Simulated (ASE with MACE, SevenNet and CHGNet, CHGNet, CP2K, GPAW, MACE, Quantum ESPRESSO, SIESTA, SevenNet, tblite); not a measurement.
# Machine-learned potentials runs on TiO2(110) slab (48 atoms)

How do the settings of machine-learned potentials change the result for TiO2(110) slab (48 atoms)? A plane-wave run serves as the yardstick.

Program: ASE with MACE, SevenNet and CHGNet. Level of theory: the method is named at each step. Results are calculated unless marked as measured.

### 1. The starting structure

The cell holds 48 atoms: 16 Ti and 32 O. Cell: a = 5.918 Å, b = 6.497 Å, c = 24.279 Å, α = 90.0°, β = 90.0°, γ = 90.0°. It derives from TiO2 (rutile). Rutile TiO2 (cell 4.594, 4.594, 2.959, 90, 90, 90), (110) slab of 4 repeat layers, 2 x 1 surface cells, 12 Å of vacuum; every coordinate displaced by a Gaussian of 0.02 Å. Then every atom was moved at random, 0.05 Å r.m.s. a Cartesian component. Vacuum lies along c.

The yardstick, on the same geometry:

```
method                 : Kohn-Sham DFT, PBE, SSSP efficiency 1.3.0 pseudopotentials, plane waves (Quantum ESPRESSO 7.5); sssp-pbe-1.3.0-efficiency, cutoffs 60/480 Ry, Γ point
r.m.s. force component : 1.823 eV/Å
longest force          : 9.495 eV/Å
time                   : 2.4 min on 4 MPI ranks of Arm Neoverse V1, shared host
CPU time               : 9.6 min
```

### 2. MACE MP-0b2 small potential

Method: machine-learned interatomic potential MACE MP-0b2 small, trained on PBE(+U) plane-wave data.

run.py

```python
import numpy as np
from ase.io import read
import mlip  # loads the published weights by name

atoms = read("structure.xyz")
atoms.calc = mlip.calc("mace-mp-0b2-small")
energy = atoms.get_potential_energy()
forces = atoms.get_forces()
print(f"energy {energy:.6f} eV")
print("forces (eV/A)")
for i, (a, f) in enumerate(zip(atoms, forces)):
    print(f"{i:4d} {a.symbol:2s} {f[0]:10.5f} {f[1]:10.5f} {f[2]:10.5f}")
```

structure.xyz

```xyz
48
Lattice="5.91800 0.00000 0.00000 0.00000 6.49690 0.00000 0.00000 0.00000 24.27914" Properties=species:S:1:pos:R:3 pbc="T T T"
Ti 0.01047 0.00162 7.24587
Ti 1.42056 3.14976 7.30972
O 0.00089 3.24020 5.96538
O 0.00746 3.20856 8.53800
O 1.53158 5.10390 7.23494
O 1.46684 1.19959 7.27792
Ti 5.91628 3.20265 10.41502
Ti 1.57993 0.00273 10.52476
O 0.03042 0.04476 9.15057
O 0.03314 6.42693 11.76251
O 1.44281 1.90073 10.50461
O 1.49501 4.56920 10.51238
Ti 0.08179 6.43310 13.80172
Ti 1.52329 3.25274 13.86533
O 5.90522 3.22545 12.61301
O 5.90445 3.12501 15.02976
O 1.45092 5.32375 13.68834
O 1.48275 1.28021 13.85416
Ti 5.78200 3.33317 16.89634
Ti 1.43796 6.43901 16.88493
O 5.88557 6.48884 15.84092
O 5.88616 6.44785 18.28486
O 1.45482 2.00124 16.99855
O 1.48139 4.67283 17.11485
Ti 3.00699 6.48839 7.33740
Ti 4.47342 3.18751 7.32477
O 2.81430 3.26937 6.00059
O 2.94160 3.32109 8.53897
O 4.46448 5.29302 7.31069
O 4.42359 1.23487 7.25873
Ti 3.01031 3.24813 10.57745
Ti 4.45436 6.48702 10.60489
O 2.98634 0.08693 9.21806
O 3.07192 6.40581 11.75572
O 4.44992 1.97330 10.53885
O 4.41619 4.43433 10.50218
Ti 2.96208 0.05490 13.80633
Ti 4.41785 3.25618 13.80973
O 2.86082 3.16048 12.51930
O 2.88935 3.29770 15.06326
O 4.43619 5.22045 13.75243
O 4.47081 1.33940 13.74515
Ti 2.84964 3.27392 16.96456
Ti 4.54585 0.01169 16.93130
O 2.96823 6.48975 15.60785
O 2.95805 0.04554 18.29652
O 4.41761 1.98636 17.02356
O 4.46436 4.52775 17.07673
```

The run is started by

```
$ OMP_NUM_THREADS=1 python run.py > output.txt
```

Output:

```text
energy -418.884490 eV
forces (eV/A)
   0 Ti    1.03602   -1.15567    2.61268
   1 Ti    2.26797    0.96312   -4.71769
   2 O    -1.01738   -0.25553    2.59874
   3 O    -0.99878    0.06146    2.16019
   4 O    -0.38843    2.88362   -0.53440
   5 O     0.47983   -0.54650   -0.96840
   6 Ti    1.16566    0.25347    1.52216
   7 Ti   -1.61254   -0.42725   -0.69096
   8 O    -0.08166   -0.35478    0.10851
   9 O    -0.30156    0.33894    0.47420
  10 O     0.10121    0.98876    0.22487
  11 O    -0.21619   -1.06371    0.01848
  12 Ti   -2.36772    1.53283   -1.28322
  13 Ti   -1.95277   -0.49477   -2.71321
  14 O     0.01677    0.37229   -0.77433
  15 O    -0.14556    0.97049    1.77784
  16 O     1.06490   -2.25690    0.46100
  17 O    -0.28591    0.14849   -0.17449
  18 Ti    1.32779   -1.99992   -0.59680
  19 Ti    2.98040    2.63512    5.69120
  20 O     1.22136   -0.01416   -6.04441
  21 O    -0.13842    0.36466   -2.29241
  22 O     0.37120    1.46603    0.73027
  23 O     0.05311   -3.92685    0.11202
[...]
40 O     0.23095    0.16769    0.42344
  41 O    -0.49271   -1.01804    0.24086
  42 Ti   -0.28666   -1.09671   -0.52766
  43 Ti   -3.76675    0.73924    7.10611
  44 O     0.01541   -0.25053    0.76653
  45 O    -0.21135   -0.07714   -2.60318
  46 O    -0.17246    1.48144    0.43627
  47 O    -1.27729   -0.19033    0.26301
```

Run time: 6.6 s. Hardware: 1 thread of Arm Neoverse V1, shared host; peak memory 0.65 GiB.

Banners, paths, timers and routine set-up lines are dropped from the logs unmarked, and long logs keep their key lines alone; longer cuts are marked.

Against the reference:

* r.m.s. force component: 1.596 eV/Å
* r.m.s. difference of force components: 493.5 meV/Å
* longest difference of force vectors: 1684 meV/Å
* force difference over r.m.s. force: 27.08 %
* slope of forces against the reference's: 0.8466
* correlation of force components: 0.967

Length of the force difference by element (eV/Å):

```tsv
element	atoms	mean	most
O	32	0.62	1.2
Ti	16	1.0	1.7
```

Local excerpt of 10 atoms (numbers count through the whole input) about O22, which has 2 bonded neighbours where the commonest count for O is 3; x, y, z are measured from there.

```tsv
atom	x	y	z	distance (Å)	bonds	Fx	Fy	Fz (eV/Å)
O22	0.00	0.00	0.00	0.00	2	-0.14	0.36	-2.29
Ti44	-1.34	0.06	-1.35	1.91	6	-3.77	0.74	7.11
Ti20	1.47	-0.01	-1.40	2.03	6	2.98	2.64	5.69
O21	0.00	0.04	-2.44	2.44	3	1.22	-0.01	-6.04
O24	1.51	-1.78	-1.17	2.61	3	0.05	-3.93	0.11
O48	-1.42	-1.92	-1.21	2.68	3	-1.28	-0.19	0.26
O47	-1.47	2.04	-1.26	2.81	3	-0.17	1.48	0.44
O23	1.49	2.05	-1.29	2.84	3	0.37	1.47	0.73
O46	-2.93	0.09	0.01	2.93	2	-0.21	-0.08	-2.60
O46	2.99	0.09	0.01	2.99	2	-0.21	-0.08	-2.60
```

Atoms are counted from 1 here, from 0 in the log.

Forces lie 27 % from the reference's, at 0.011 times its CPU time (on 1 against 4 cores).

### 3. SevenNet 0 potential

Method: machine-learned interatomic potential SevenNet 0, trained on PBE(+U) plane-wave data.

Changes to run.py since step 2:

```diff
@@ -5,3 +5,3 @@
 atoms = read("structure.xyz")
-atoms.calc = mlip.calc("mace-mp-0b2-small")
+atoms.calc = mlip.calc("7net-0")
 energy = atoms.get_potential_energy()
```

structure.xyz is that of step 2.

Output:

```text
energy -418.718842 eV
forces (eV/A)
   0 Ti    1.16155   -1.22195    2.78161
   1 Ti    2.15257    1.09455   -4.65289
   2 O    -1.05045   -0.30017    2.54909
   3 O    -0.96937    0.01627    2.15654
   4 O    -0.34504    3.10976   -0.51809
   5 O     0.48013   -0.65276   -0.96954
   6 Ti    1.09148    0.24208    1.02790
   7 Ti   -1.39377   -0.36520   -0.56893
   8 O    -0.13118   -0.30870    0.02122
   9 O    -0.34578    0.30413    0.38291
  10 O     0.01738    0.98036    0.18294
  11 O    -0.26205   -1.10754    0.03094
  12 Ti   -2.41167    1.49669   -1.20371
  13 Ti   -1.92781   -0.47507   -2.93383
  14 O     0.04798    0.37317   -0.47202
  15 O    -0.07459    0.95522    1.93348
  16 O     1.00398   -2.23294    0.37911
  17 O    -0.35982    0.16838   -0.17627
  18 Ti    1.09154   -1.70897   -0.63793
  19 Ti    3.18539    2.33573    6.12328
  20 O     1.07914   -0.05768   -6.04423
  21 O    -0.22284    0.35543   -2.49267
  22 O     0.49415    2.04975    0.59753
  23 O     0.07608   -4.30378   -0.01326
[...]
40 O     0.32174    0.17052    0.38754
  41 O    -0.46050   -0.93601    0.24056
  42 Ti   -0.33763   -1.15949   -0.51780
  43 Ti   -3.72174    0.69466    7.34129
  44 O     0.07165   -0.27777    0.71414
  45 O    -0.23133   -0.05289   -2.74729
  46 O    -0.16524    1.97374    0.34949
  47 O    -1.12171   -0.65897    0.11956
```

Run time: 8.7 s. Hardware: 1 thread; peak memory 0.77 GiB.

Numbers from this run, and their distance from the reference:

| Quantity | Value |
| --- | --- |
| r.m.s. force component | 1.626 eV/Å |
| r.m.s. difference of force components | 425.9 meV/Å |
| longest difference of force vectors | 1462 meV/Å |
| force difference over r.m.s. force | 23.36 % |
| slope of forces against the reference's | 0.8708 |
| correlation of force components | 0.9759 |

Against the first run (27 %), the force difference from the reference is 23 %, at 1.2 times the CPU time.

### 4. CHGNet 0.3.0 potential

Method: machine-learned interatomic potential CHGNet 0.3.0, trained on PBE(+U) plane-wave data.

Changes to run.py since step 3:

```diff
@@ -5,3 +5,3 @@
 atoms = read("structure.xyz")
-atoms.calc = mlip.calc("7net-0")
+atoms.calc = mlip.calc("chgnet-0.3.0")
 energy = atoms.get_potential_energy()
```

structure.xyz is that of step 3.

Output:

```text
CHGNet v0.3.0 initialized with 412,525 parameters
CHGNet will run on cpu
energy -441.200745 eV
forces (eV/A)
   0 Ti    0.94518   -1.07404    2.45788
   1 Ti    1.94476    0.76607   -4.56140
   2 O    -1.20887   -0.29393    2.34226
   3 O    -1.01119    0.06303    2.37677
   4 O    -0.23797    2.71026   -0.34013
   5 O     0.38402   -0.32150   -0.77892
   6 Ti    1.21136    0.21691    1.16439
   7 Ti   -1.39687   -0.36789   -0.68800
   8 O    -0.16913   -0.36660   -0.29891
   9 O    -0.22213    0.29498    0.61538
  10 O     0.05817    0.89680    0.24150
  11 O    -0.20672   -0.95727    0.07140
  12 Ti   -2.43486    1.60518   -1.11395
  13 Ti   -2.14779   -0.56502   -3.13220
  14 O    -0.02417    0.45960   -0.86172
  15 O    -0.09831    1.03698    2.21670
  16 O     1.17871   -2.41960    0.32038
  17 O    -0.19809    0.17794   -0.18766
  18 Ti    1.22697   -1.68613   -0.41178
  19 Ti    2.98891    2.42255    5.74040
  20 O     1.15941   -0.03280   -6.28813
  21 O    -0.17613    0.42365   -2.11258
  22 O     0.49996    1.45818    0.45536
  23 O     0.17315   -4.13013   -0.27262
[...]
40 O     0.17275    0.03013    0.33245
  41 O    -0.47506   -0.82261    0.16817
  42 Ti   -0.62137   -0.99847   -0.03691
  43 Ti   -3.66757    0.59076    7.34651
  44 O    -0.05652   -0.25612    0.68001
  45 O    -0.29767    0.01434   -2.21270
  46 O    -0.06106    1.57683    0.16123
  47 O    -1.11183   -0.24203   -0.06088
```

It took 4 s on 1 thread; peak memory 1.1 GiB.

Compared with the plane-wave run:

| Item | Value |
| --- | --- |
| r.m.s. force component | 1.599 eV/Å |
| r.m.s. difference of force components | 457.7 meV/Å |
| longest difference of force vectors | 1522 meV/Å |
| force difference over r.m.s. force | 25.11 % |
| slope of forces against the reference's | 0.8531 |
| correlation of force components | 0.9727 |

Against the first run (27 %), the force difference from the reference is 25 %, at 0.59 times the CPU time.

### 5. All runs compared

Differences are against the plane-wave reference, forces as r.m.s. over components; share is that over the reference's r.m.s. force, slope the least-squares factor from reference forces to these. Total energies of different programs have different zeros and aren't compared.

```tsv
run	Δ force, r.m.s. (meV/Å)	share (%)	slope	cores	CPU time	memory (GiB)
reference	-	-	-	4	9.6 min	2.6
MACE MP-0b2 small potential	493	27.1	0.847	1	6.5 s	0.65
SevenNet 0 potential	426	23.4	0.871	1	8.2 s	0.77
CHGNet 0.3.0 potential	458	25.1	0.853	1	3.8 s	1.1
```

Times of the machine-learned potentials are mostly Python's start and the loading of weights.

CPU time is summed over cores on a shared host, where runs went side by side, so it is rough. Symmetry, cutoffs, thresholds, outputs and thread counts weren't matched or tuned between programs; memory under MPI is the largest rank's times the ranks.

### 6. Summary of results

| Quantity | Value |
| --- | --- |
| nearest in forces | SevenNet 0 potential, 23 % |
| its CPU time | 8.2 s |

Machine-learned potentials differ by 23 % (SevenNet 0 potential) to 27 % (MACE MP-0b2 small potential); they were trained on other programs' data. Among those trained on PBE data the slope goes as low as 0.85, which softening far from their training structures can give, though the reference's k-sampling is untested too. Machine-learned potentials mimic data converged in k, so the reference's own k-point error enters their differences. The cell is under 6 Å thick along one periodic direction, so every atom has periodic images of itself close by, which move with it and show among its neighbours and in g(r). The runs have no spin polarisation, so any moments at edges, vacancies or dangling bonds can't form. The electronic-structure runs sample only Γ, in a cell whose shortest periodic width is 6 Å.

[Also dropped from logs without a mark: logging warnings of Python, and SIESTA's first energy breakdown and zero terms.]

[Logs are printed without paths, hosts, clocks, repeated set-up lines and the standing remarks that a program may print on its own settings, such as how far it seeks lower states.]

[Hosts, paths, dates, database ids (printed as entryN), source tags and the programs' standing remarks are cut or masked in the printed files.]
